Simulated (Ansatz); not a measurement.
# How fast states decay through MgZnAg2F6, part 2 of 2

Aim: relax a made-up compound, MgZnAg2F6, and see how good a tunnel barrier it would be. It is built by putting Mg for part of the Zn in the ZnAgF3 structure of space group R-3, with the volume rescaled by atomic radii. The parent structure comes from the Materials Project.

Ansatz 0.2.0; PBEsol DFT, plane waves, PAW files (the session's first sound run).

So far, decay constant at the filling level, zone centre (Å⁻¹): step 4 (decaying states in the gap, plane (101)) 0.285; step 5 (plane (001)) 0.268.

The structure was built from a prototype and need not be the compound's stable phase.

## 6. Band edges at another level

This step: LDA DFT, plane waves, PAW files (Ansatz 0.2.0).

The edges again with LDA, at the same atoms.

input.yaml reads:

```yaml
crystal:
  lattice:
    - [2.6667003899, 1.5396201879, 5.4884762413]
    - [-2.6667003899, 1.5396201879, 5.4884762413]
    - [0.0, -3.0792403759, 5.4884762413]
  atoms:
    - { symbol: Mg, position: [0.6607253159, 0.6607253159, 0.6607253159] }
    - { symbol: Zn, position: [0.3400839392, 0.3400839392, 0.3400839392] }
    - { symbol: Ag, position: [0.8557947392, 0.8557947392, 0.8557947392] }
    - { symbol: Ag, position: [0.1462581611, 0.1462581611, 0.1462581611] }
    - { symbol: F, position: [0.0526146227, 0.4535355426, 0.6976196356] }
    - { symbol: F, position: [0.6976196356, 0.0526146227, 0.4535355426] }
    - { symbol: F, position: [0.4535355426, 0.6976196356, 0.0526146227] }
    - { symbol: F, position: [0.9359267931, 0.5473859995, 0.3100552509] }
    - { symbol: F, position: [0.5473859995, 0.3100552509, 0.9359267931] }
    - { symbol: F, position: [0.3100552509, 0.9359267931, 0.5473859995] }
kpoints:
  mp_grid: { grid: [6, 6, 6] }
  band_path: { path: [VBM, CBM], npoints: 30 }
scf:
  occupations: { method: fixed }
hamiltonian:
  xc: lda
output:
  eigenvalues: true
```

The run is started by

```bash
$ ansatz run input.yaml --threads 2 --pin off --max-ram 4096MiB --backend cpu --events-out ev --progress --plain --runs-dir out
```

The job ended after 47 s (2 threads of Arm Neoverse V2, shared host; peak memory 0.54 GiB; 92 s of CPU time).

This step gave:

- free energy: -24830.4717 eV
- Fermi energy: 5.402 eV
- gap on the k-mesh: 1.348 eV
- gap on path: 1.348 eV, by band count; negative where bands overlap
- direct gap on path: 1.348 eV
- edge places on path: 3.97e-4, 0.01192 1/A along the path

Electronic bands along the path, in eV, zero at the Fermi level (highest filled level under fixed occupations); v1 is the highest filled band, c1 the lowest empty one:

| point | v4 | v3 | v2 | v1 | c1 | c2 | c3 |
| --- | --- | --- | --- | --- | --- | --- | --- |
| VBM | -0.30 | -0.29 | 0.00 | 0.00 | 1.35 | 6.68 | 7.08 |
| halfway | -0.29 | -0.29 | 0.00 | 0.00 | 1.35 | 6.68 | 7.07 |
| CBM | -0.29 | -0.29 | 0.00 | 0.00 | 1.35 | 6.69 | 7.07 |

The searched edges give 1.35 eV, as on the mesh.

## 7. Complex bands at another level

This step: LDA DFT, plane waves, PAW files; complex bands by layer matching along the plane's normal (Ansatz 0.2.0).

The complex bands at that level, over its own gap, at (0, 0) and (0.5, 0).

input.yaml reads:

```yaml
crystal:
  lattice:
    - [6.293257721, 0.0, 0.0]
    - [2.259971317, 4.830910217, 0.0]
    - [2.259971317, 1.886831089, 4.447197091]
  atoms:
    - { symbol: Mg, position: [0.9821759477, 0.3392746841, 0.3392746841] }
    - { symbol: Zn, position: [0.0202518176, 0.6599160608, 0.6599160608] }
    - { symbol: Ag, position: [0.5673842176, 0.1442052608, 0.1442052608] }
    - { symbol: Ag, position: [0.4387744833, 0.8537418389, 0.8537418389] }
    - { symbol: F, position: [0.2037698009, 0.5464644574, 0.3023803644] }
    - { symbol: F, position: [0.2037698009, 0.9473853773, 0.5464644574] }
    - { symbol: F, position: [0.2037698009, 0.3023803644, 0.9473853773] }
    - { symbol: F, position: [0.7933680435, 0.4526140005, 0.6899447491] }
    - { symbol: F, position: [0.7933680435, 0.6899447491, 0.0640732069] }
    - { symbol: F, position: [0.7933680435, 0.0640732069, 0.4526140005] }
kpoints:
  mp_grid: { grid: [6, 6, 6] }
scf:
  occupations: { method: fixed }
hamiltonian:
  xc: lda
output:
  eigenvalues: true
  transmission:
    leads: [[0, 0]]
    kpoints: [[0.0, 0.0], [0.5, 0.0]]
    e_range: [-1.0, 2.35]
    de: 0.06
```

Elapsed: 55 s, on 2 threads; peak memory 0.98 GiB.

This step gave:

```yaml
level_to_which_the_leads_are_filled: 0.6740 eV from the Fermi level
decay_constant_at_the_filling_level_zone_centre: 0.2722 Å⁻¹
decay_constant_at_the_filling_level_slowest_listed_point: 0.2722 Å⁻¹
```

K parallel (0, 0); values up to 1.5 1/Å, a degenerate pair printed once or twice; energies at which all values exceed this have no row. Table of Im kz of the slowest decaying states by energy, zero at the highest filled level on the SCF mesh:

| energy (eV) | decay 1 (Å⁻¹) | decay 2 (Å⁻¹) | decay 3 (Å⁻¹) | decay 4 (Å⁻¹) |
| --- | --- | --- | --- | --- |
| -1.00 | 0.0959 | 0.123 | 0.327 | 0.425 |
| -0.82 | 0.352 | 0.410 | 0.487 | 0.555 |
| -0.64 | 0.333 | 0.351 | 0.447 | 0.542 |
| -0.52 | 0.229 | 0.282 | 0.339 | 0.370 |
| -0.34 | 0.166 | 0.263 | 0.290 | 0.463 |
| -0.16 | 0.108 | 0.362 | 0.418 | 0.594 |
| -0.04 | 0.404 | 0.463 | 0.615 | 0.844 |
| 0.02 | 0.122 | 0.214 | 0.438 | 0.469 |
| 0.14 | 0.290 | 0.353 | 0.490 | 0.577 |
| 0.32 | 0.318 | 0.453 | 0.526 | 0.669 |
| 0.50 | 0.299 | 0.544 | 0.698 | 0.806 |
| 0.68 | 0.272 | 0.586 | 0.726 | 0.857 |
| 0.80 | 0.250 | 0.610 | 0.743 | 0.879 |
| 0.98 | 0.209 | 0.619 | 0.660 | 0.767 |
| 1.16 | 0.152 | 0.626 | 0.705 | 0.789 |
| 1.28 | 0.0927 | 0.631 | 0.730 | 0.803 |
| 1.46 | 0.637 | 0.765 | 0.821 | 0.974 |
| 1.64 | 0.643 | 0.797 | 0.835 | 0.905 |
| 1.82 | 0.647 | 0.827 | 0.845 | 0.877 |
| 2.00 | 0.650 | 0.851 | 0.855 | 0.867 |
| 2.12 | 0.651 | 0.852 | 0.868 | 0.872 |
| 2.30 | 0.652 | 0.845 | 0.885 | 0.898 |

K parallel (0, 0). Re kz of states that move upwards against energy, zero at the highest filled level on the SCF mesh:

| energy (eV) | channel 1 (Å⁻¹) | channel 2 (Å⁻¹) |
| --- | --- | --- |
| -1.00 | - | - |
| -0.94 | - | - |
| -0.82 | 0.132 | 0.192 |
| -0.76 | 0.234 | 0.378 |
| -0.64 | 0.469 | - |
| -0.58 | - | - |
| -0.46 | - | - |
| -0.40 | - | - |
| -0.28 | -0.603 | 0.403 |
| -0.22 | -0.482 | 0.628 |
| -0.10 | -0.584 | -0.289 |
| -0.04 | -0.354 | -0.175 |
| 0.02 | - | - |
| 0.08 | - | - |
| 0.14 | - | - |
| 0.26 | - | - |
| 0.32 | - | - |
| 0.44 | - | - |
| 0.50 | - | - |
| 0.62 | - | - |
| 0.68 | - | - |
| 0.80 | - | - |
| 0.86 | - | - |
| 0.98 | - | - |
| 1.04 | - | - |
| 1.16 | - | - |
| 1.22 | - | - |
| 1.34 | - | - |
| 1.40 | 0.0824 | - |
| 1.52 | 0.151 | - |
| 1.58 | 0.177 | - |
| 1.70 | 0.220 | - |
| 1.76 | 0.240 | - |
| 1.88 | 0.275 | - |
| 1.94 | 0.292 | - |
| 2.06 | 0.324 | - |
| 2.12 | 0.339 | - |
| 2.24 | 0.368 | - |
| 2.30 | 0.382 | - |

K parallel (0.5, 0); values up to 1.5 1/Å, a degenerate pair printed once or twice; energies at which all values exceed this have no row. Table of Im kz of the slowest decaying states by energy, zero at the highest filled level on the SCF mesh:

| energy (eV) | decay 1 (Å⁻¹) | decay 2 (Å⁻¹) | decay 3 (Å⁻¹) | decay 4 (Å⁻¹) |
| --- | --- | --- | --- | --- |
| -1.00 | 0.249 | 0.279 | 0.374 | 0.466 |
| -0.88 | 0.305 | 0.338 | 0.411 | 0.657 |
| -0.76 | 0.142 | 0.246 | 0.318 | 0.357 |
| -0.58 | 0.346 | 0.358 | 0.462 | 0.565 |
| -0.46 | 0.0685 | 0.300 | 0.362 | 0.402 |
| -0.34 | 0.326 | 0.380 | 0.403 | 0.406 |
| -0.22 | 0.0816 | 0.347 | 0.425 | 0.435 |
| -0.10 | 0.218 | 0.367 | 0.449 | 0.496 |
| 0.02 | 0.399 | 0.417 | 0.520 | 0.536 |
| 0.08 | 0.413 | 0.480 | 0.529 | 0.557 |
| 0.20 | 0.435 | 0.541 | 0.565 | 0.603 |
| 0.32 | 0.454 | 0.548 | 0.606 | 0.667 |
| 0.44 | 0.470 | 0.551 | 0.567 | 0.715 |
| 0.56 | 0.485 | 0.550 | 0.565 | 0.767 |
| 0.74 | 0.519 | 0.528 | 0.571 | 0.824 |
| 0.86 | 0.525 | 0.576 | 0.857 | 0.861 |
| 0.98 | 0.524 | 0.582 | 0.871 | 0.889 |
| 1.10 | 0.522 | 0.587 | 0.873 | 0.906 |
| 1.22 | 0.519 | 0.591 | 0.870 | 0.915 |
| 1.40 | 0.510 | 0.598 | 0.867 | 0.929 |
| 1.52 | 0.502 | 0.601 | 0.866 | 0.938 |
| 1.64 | 0.493 | 0.604 | 0.865 | 0.947 |
| 1.76 | 0.481 | 0.607 | 0.866 | 0.956 |
| 1.88 | 0.468 | 0.609 | 0.867 | 0.964 |
| 2.06 | 0.444 | 0.612 | 0.869 | 0.976 |
| 2.18 | 0.425 | 0.614 | 0.871 | 0.983 |
| 2.30 | 0.402 | 0.615 | 0.872 | 0.991 |

At the listed wavevectors the last open channel is at -0.04 eV and the next at +1.40 eV on the grid. At +0.68 eV, the grid energy nearest the filling level (the middle of the gap on the SCF mesh), the slowest state at the listed wavevectors decays with κ = 0.272 Å⁻¹, its amplitude falling by e over 3.7 Å; the first such run, plane (101), gave 0.285 Å⁻¹.

## 8. Outcome

| Property | Result |
| --- | --- |
| band gap | 1.47 eV |
| least decay constant at mid-gap, normal to (101) | 0.285 Å⁻¹ |
| least decay constant at mid-gap, normal to (001) | 0.268 Å⁻¹ |
| least decay constant, LDA | 0.272 Å⁻¹ |

In words: With PBEsol, the slowest decay at the wavevectors tried is κ = 0.268 Å⁻¹, normal to (001). Through such a film the transmission near mid-gap falls as exp(−2κd), a factor of ten every 4.3 Å. The directions tried decay at nearly the same rate. A free electron under a barrier of half the gap would need a mass of 0.37 mₑ to decay at this rate. With LDA the gap goes from 1.47 to 1.35 eV and the decay constant, over the first 2 listed wavevectors, from 0.285 to 0.272 Å⁻¹. The compound is made up by substitution; its stability against other phases and against distortions of the cell's symmetry was not tested. A semilocal functional narrows gaps, so real decay constants are likely larger.

[Logs are printed without paths, hosts, clocks, repeated set-up lines and the standing remarks that a program may print on its own settings, such as how far it seeks lower states.]

[Hosts, paths, dates, database ids (printed as entryN), source tags and the programs' standing remarks are cut or masked in the printed files.]
